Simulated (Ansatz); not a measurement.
In doubt: masses and optical values from hybrid runs of this build are listed as unsure, which bears on the screening that GW takes from such a start.

Rows from a G0W0 calculation on Diamond (Fd-3m, 2 atoms a cell) (Ansatz 0.2.0; G0W0 on Hartree-Fock, plane waves, PAW; PAW set soft_1; 10×10×10 mesh, 47 empty bands, screening to 150 eV, PAW set soft_1 files), in eV. Spin-orbit coupling is left out.

```csv
row,k,band,start,Σx,Σc at the solution,Vxc
A,Γ,v1,10.518,-20.512,1.518,-20.494
B,"(0.000, 0.400, 0.400)",v1,2.645,-21.244,2.520,-21.236
C,Γ,c1,25.276,-9.699,-3.821,-9.714
D,"(0.000, 0.400, 0.400)",c2,25.485,-7.634,-3.973,-7.641
E,"(0.000, 0.400, 0.400)",c1,23.109,-8.818,-3.732,-8.827
```

Question: Work out each quasiparticle level and how far it moved.

The quasiparticle equation reads E = start + Σx + Σc(E) − Vxc.

```csv
row,E (eV),shift (eV)
A,12.018,+1.500
B,5.157,+2.512
C,21.471,−3.805
D,21.518,−3.967
E,19.386,−3.723
```

Limits: not at the basis limit.

[Paths, hosts, dates, memory and timing lines, banners, echoed tables and standing remarks are left out of the program output.]

[Logs are printed without paths, hosts, clocks, repeated set-up lines and the standing remarks that a program may print on its own settings, such as how far it seeks lower states.]

[Runs of the session that timed out or met a known fault of the program may be left out.]

[Cells called generated may have been cut or substituted from an entry of the Crystallography Open Database or the Materials Project.]

[Hosts, paths, dates, database ids (printed as entryN), source tags and the programs' standing remarks are cut or masked in the printed files.]
